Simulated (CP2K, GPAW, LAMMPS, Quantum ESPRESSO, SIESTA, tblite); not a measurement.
**Amorphous SiO1.7 (154 atoms), the geometry as built**

This is the geometry as built. Method: Kohn-Sham DFT, PBE, PAW, atomic orbitals (dzp); LCAO dzp; h 0.18 Å; levels smeared at 580 K (GPAW 26.7.0); Γ point; density 2.22 g/cm³.

Cell vectors (Å):

```
13.312 0.000 0.000
0.000 13.312 0.000
0.000 0.000 13.312
```

Positions (Å):

```
1 Si 12.998 5.693 3.194
2 Si 2.219 10.497 7.068
3 Si 0.287 2.996 4.855
4 Si 3.167 4.606 0.923
5 Si 1.470 12.514 10.201
6 Si 1.085 2.630 7.550
7 Si 0.746 5.770 7.966
8 Si 2.906 8.949 3.121
9 Si 9.380 9.276 12.612
10 Si 0.039 7.683 5.419
11 Si 9.581 8.807 7.342
12 Si 0.869 11.155 4.054
13 Si 7.382 3.203 9.240
14 Si 11.890 3.118 12.137
15 Si 3.688 0.845 7.248
16 Si 7.415 1.602 2.888
17 Si 1.547 0.810 2.944
18 Si 3.767 4.840 11.097
19 Si 1.263 2.294 0.228
20 Si 3.254 11.667 9.010
21 Si 6.505 11.214 2.926
22 Si 12.471 10.117 7.107
23 Si 12.033 0.373 9.622
24 Si 8.264 0.211 9.828
25 Si 0.043 8.585 2.492
26 Si 5.496 4.748 7.331
27 Si 7.006 6.649 1.136
28 Si 6.829 5.273 11.515
29 Si 4.880 10.985 11.673
30 Si 10.223 0.550 12.235
31 Si 10.928 8.580 10.180
32 Si 6.239 6.303 3.344
33 Si 3.203 4.254 5.296
34 Si 2.310 6.828 10.625
35 Si 4.983 9.168 0.916
36 Si 11.676 1.538 6.748
37 Si 9.673 3.900 7.049
38 Si 4.301 8.617 5.874
39 Si 7.087 7.252 6.098
40 Si 11.458 4.962 9.576
41 Si 7.045 10.857 10.884
42 Si 3.336 0.270 12.215
43 Si 9.318 12.575 1.859
44 Si 7.172 10.463 7.767
45 Si 9.854 11.657 7.786
46 Si 9.752 6.480 11.820
47 Si 1.990 2.181 10.466
48 Si 5.006 11.823 5.778
49 Si 10.048 5.779 1.627
50 Si 8.526 4.273 4.041
51 Si 2.926 6.510 3.194
52 Si 2.382 7.544 0.562
53 Si 10.274 9.467 1.594
54 Si 8.042 8.642 3.580
55 Si 11.460 12.696 4.359
56 Si 4.362 2.468 2.946
57 Si 0.683 9.481 9.613
58 O 13.207 7.331 3.737
59 O 3.946 9.090 4.349
60 O 7.451 3.994 10.697
61 O 7.251 12.389 10.390
62 O 1.272 9.630 3.274
63 O 4.201 3.664 1.784
64 O 4.000 4.564 6.700
65 O 4.168 3.257 4.363
66 O 4.478 0.027 6.093
67 O 4.160 10.876 10.156
68 O 10.385 5.866 10.451
69 O 2.645 1.292 0.004
70 O 12.564 11.516 4.081
71 O 3.741 13.163 8.518
72 O 6.858 10.160 9.390
73 O 13.130 2.382 6.407
74 O 11.281 0.041 11.075
75 O 2.345 0.518 10.904
76 O 9.923 11.001 2.068
77 O 7.473 1.568 9.291
78 O 2.841 5.675 4.595
79 O 9.196 4.527 5.570
80 O 11.415 1.126 8.328
81 O 0.264 13.286 9.487
82 O 1.836 8.309 9.941
83 O 6.673 5.582 13.165
84 O 1.826 3.694 0.818
85 O 0.676 6.647 6.576
86 O 8.860 10.314 7.566
87 O 9.354 12.912 8.715
88 O 11.936 9.197 1.856
89 O 12.562 8.837 10.190
90 O 8.904 0.648 11.271
91 O 11.659 6.007 2.179
92 O 12.869 4.325 4.109
93 O 12.682 5.822 8.861
94 O 1.350 5.870 2.843
95 O 3.483 8.591 1.524
96 O 2.492 7.408 12.229
97 O 10.755 4.535 8.109
98 O 3.104 1.355 2.953
99 O 10.285 13.002 3.208
100 O 11.435 11.383 7.430
101 O 12.943 9.199 5.824
102 O 0.937 1.224 1.484
103 O 6.263 11.464 6.849
104 O 8.205 2.670 3.829
105 O 3.150 9.153 6.909
106 O 0.992 10.899 10.444
107 O 12.009 3.802 10.618
108 O 2.444 1.888 7.005
109 O 10.385 2.538 6.520
110 O 5.792 1.650 2.770
111 O 7.703 12.067 2.128
112 O 7.127 7.394 4.338
113 O 8.618 7.711 6.544
114 O 4.586 6.219 3.398
115 O 1.770 3.503 5.378
116 O 3.173 3.386 10.482
117 O 10.682 2.096 12.470
118 O 3.836 4.742 12.758
119 O 8.666 6.711 1.450
120 O 5.605 11.813 4.200
121 O 8.171 10.269 12.011
122 O 4.634 9.741 12.757
123 O 13.098 2.945 13.197
124 O 6.628 5.738 6.595
125 O 6.025 3.756 8.514
126 O 2.858 6.147 1.475
127 O 1.503 12.504 3.307
128 O 1.040 2.246 9.130
129 O 5.566 10.478 1.772
130 O 8.105 6.340 11.510
131 O 1.450 11.095 5.652
132 O 1.138 2.292 11.866
133 O 9.975 8.359 8.890
134 O 0.540 1.650 3.958
135 O 6.269 8.122 0.852
136 O 4.431 12.388 12.324
137 O 10.040 8.111 11.591
138 O 7.041 4.945 3.860
139 O 10.063 12.936 0.331
140 O 9.475 4.652 2.722
141 O 9.355 8.580 2.639
142 O 0.884 7.968 1.199
143 O 10.231 5.844 13.272
144 O 3.610 10.975 6.126
145 O 11.476 0.185 5.788
146 O 5.798 8.300 6.379
147 O 8.346 3.762 8.034
148 O 11.136 9.099 6.922
149 O 8.417 0.680 1.980
150 O 1.227 4.258 7.514
151 O 7.384 10.106 3.735
152 O 0.709 10.002 7.953
153 O 5.343 5.295 10.821
154 O 1.899 6.230 9.099
```

Q: Give the force on every atom.

Columns: atom, fx, fy, fz (forces in eV/Å).

```
1 2.177 -0.606 -1.198
2 2.885 1.920 -0.449
3 1.417 1.608 -3.009
4 0.066 -3.672 -1.558
5 2.520 -4.930 0.447
6 2.537 1.239 1.489
7 1.483 -0.026 1.760
8 0.575 -1.144 1.608
9 0.001 2.449 2.564
10 -0.284 -1.721 2.450
11 1.911 -2.456 0.703
12 0.933 1.841 2.289
13 0.289 0.392 -0.163
14 0.711 1.274 1.817
15 2.900 2.164 0.538
16 2.026 -1.613 -0.445
17 0.400 0.701 -1.532
18 -1.306 1.102 0.084
19 0.634 -1.681 -0.301
20 -3.234 -0.417 -0.055
21 1.291 0.700 -0.818
22 -1.874 -0.517 -0.550
23 -1.478 -0.435 2.088
24 0.193 0.703 1.429
25 -2.169 0.417 -1.330
26 -0.532 1.193 1.504
27 0.073 -1.306 0.494
28 0.745 0.908 1.439
29 1.487 -1.726 -1.432
30 -1.151 -1.402 1.287
31 0.726 4.196 -0.426
32 -1.065 -1.456 -3.265
33 0.657 0.455 -1.950
34 0.374 -0.986 -1.861
35 2.609 1.575 -0.024
36 -2.767 -0.749 -0.382
37 -0.869 0.029 0.733
38 -2.747 -1.026 0.676
39 -0.724 0.451 1.028
40 0.073 0.233 -1.529
41 -0.328 -0.697 1.726
42 0.048 2.100 2.580
43 0.500 -1.519 -0.251
44 -3.927 -3.782 -0.351
45 1.044 3.493 -2.320
46 -2.975 -2.374 1.070
47 0.554 2.289 2.222
48 -1.177 -0.490 -0.225
49 -0.217 0.060 0.217
50 0.499 0.188 0.048
51 -1.959 1.062 2.526
52 -0.793 0.444 -1.504
53 -0.047 2.151 -1.550
54 1.862 1.808 -0.093
55 -2.506 0.121 -1.969
56 -2.567 0.327 0.013
57 1.375 -0.307 3.040
58 -1.672 2.548 -1.501
59 1.812 0.577 0.240
60 1.087 -1.750 -0.065
61 -0.480 1.237 -0.759
62 -1.833 1.046 -0.160
63 1.070 0.075 0.625
64 -0.330 -0.512 0.141
65 0.817 0.387 0.973
66 0.324 1.183 -1.821
67 0.279 -0.715 0.222
68 1.004 -0.148 -0.793
69 3.208 -1.544 -0.276
70 -0.051 -0.947 -0.295
71 1.032 0.310 0.565
72 0.656 -0.572 -0.570
73 -1.388 -0.350 0.207
74 2.088 -1.170 -0.755
75 0.044 0.996 -2.179
76 0.607 -0.944 -0.953
77 -0.093 -0.449 -0.200
78 -0.759 -0.803 3.170
79 -0.141 0.740 -0.537
80 0.478 0.758 -0.369
81 -1.071 0.287 -1.640
82 -0.315 2.667 0.353
83 -1.103 -0.788 1.290
84 0.712 2.336 1.159
85 0.453 -0.106 0.985
86 0.348 -0.358 0.213
87 -1.090 1.040 1.564
88 0.785 -0.308 0.273
89 1.298 -0.336 -0.858
90 -0.437 0.650 0.453
91 -0.164 -0.169 -0.051
92 -0.879 -1.044 0.525
93 -0.602 0.317 0.954
94 -4.453 -2.469 0.258
95 1.184 0.424 -3.084
96 -0.604 0.328 2.184
97 0.204 0.236 0.183
98 1.181 0.036 0.245
99 1.674 1.079 1.969
100 2.395 1.342 0.881
101 2.413 1.106 -2.482
102 -1.832 -0.622 0.750
103 -0.248 1.638 -0.356
104 0.011 -0.535 0.579
105 -1.191 -5.743 2.287
106 -1.550 -1.612 0.450
107 0.380 -0.520 -0.927
108 -0.755 -1.255 -0.397
109 0.595 -1.124 -0.922
110 -0.353 0.093 -0.437
111 -3.258 -3.304 0.673
112 -1.421 -1.202 2.002
113 0.587 -0.165 0.207
114 3.216 0.790 -1.122
115 -1.418 -0.812 -0.996
116 0.496 0.165 -0.372
117 -0.543 0.470 0.659
118 0.017 0.344 0.255
119 -1.209 -0.132 0.058
120 -0.552 0.579 0.149
121 -1.077 0.676 -1.124
122 -1.055 -0.303 -0.916
123 -5.523 1.690 2.471
124 0.755 0.244 -0.472
125 -1.987 -0.945 -0.098
126 2.808 0.333 -3.406
127 0.315 -0.495 -0.132
128 -0.676 0.096 0.698
129 -1.050 -0.244 0.020
130 1.079 0.901 -1.344
131 -2.359 0.175 -0.775
132 1.172 0.203 -5.153
133 -1.951 -1.639 -0.549
134 -0.701 -0.262 0.877
135 -0.564 0.512 -0.554
136 0.515 0.552 1.565
137 0.369 -2.937 0.086
138 -0.505 -0.580 0.509
139 -0.128 0.728 -1.053
140 0.468 -0.422 0.337
141 1.869 -0.412 -0.009
142 1.011 -0.046 -1.083
143 1.442 -0.963 -1.341
144 5.445 3.704 -2.526
145 0.654 1.232 0.777
146 1.607 0.342 1.136
147 1.348 -0.248 -0.612
148 -2.718 -1.476 -0.037
149 -0.823 6.278 0.011
150 -0.587 0.351 0.840
151 -0.011 -0.704 1.026
152 -0.608 -0.650 0.402
153 0.196 0.723 -0.603
154 -0.524 -1.933 -1.435
```

The quench rate of 300 K/ps is many orders above laboratory rates, so the cell is likely richer in defects and strain than a real sample. The network of bonds at the start is that of the classical potential that made the cell, and needn't be the one that DFT or experiment would give. Only the Γ point is sampled, in a cell whose shortest periodic width is 13 Å.

The r.m.s. force component is 1.48 eV/Å; the longest force, 7.05 eV/Å, acts on O144.

[Logs are printed without paths, hosts, clocks, repeated set-up lines and the standing remarks that a program may print on its own settings, such as how far it seeks lower states.]

[Hosts, paths, dates, database ids (printed as entryN), source tags and the programs' standing remarks are cut or masked in the printed files.]
